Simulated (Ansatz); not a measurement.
Rows from a G0W0 calculation on OsClF (1T monolayer (Janus)) (Ansatz 0.2.0; G0W0 on PBEsol, plane waves, PAW; 6×6×1 mesh, 684 empty bands, screening to 105 eV), in eV. Spin-orbit coupling is left out.

```csv
row,k,band,start,Σx,Σc at the solution,Vxc
A,"(0.167, 0.333, 0.000)",v1,-5.311,-26.261,3.174,-22.812
B,"(0.000, 0.167, 0.000)",v1,-4.883,-25.199,3.010,-21.835
C,"(0.167, 0.333, 0.000)",c2,-2.542,-18.287,-4.723,-23.759
D,"(0.000, 0.167, 0.000)",c1,-3.011,-15.323,-4.229,-20.269
E,"(0.000, 0.167, 0.000)",c2,-2.410,-17.633,-4.810,-23.206
F,"(0.167, 0.333, 0.000)",c1,-3.438,-17.749,-4.212,-22.730
```

**Question.** Give the quasiparticle energies and the shift of each level.

The quasiparticle equation reads E = start + Σx + Σc(E) − Vxc.

```csv
row,E (eV),shift (eV)
A,-5.585,−0.274
B,-5.237,−0.354
C,-1.794,+0.749
D,-2.294,+0.718
E,-1.647,+0.763
F,-2.668,+0.770
```

The gap over the computed points goes from 1.42 eV to 2.57 eV.

Limits: not at the basis limit; coarse mesh for a sheet; no spin polarisation; d states lean on the start; no spin-orbit coupling.

[Paths, hosts, dates, memory and timing lines, banners, echoed tables and standing remarks are left out of the program output.]

[Logs are printed without paths, hosts, clocks, repeated set-up lines and the standing remarks that a program may print on its own settings, such as how far it seeks lower states.]

[Runs of the session that timed out or met a known fault of the program may be left out.]

[Cells called generated may have been cut or substituted from an entry of the Crystallography Open Database or the Materials Project.]

[Hosts, paths, dates, database ids (printed as entryN), source tags and the programs' standing remarks are cut or masked in the printed files.]
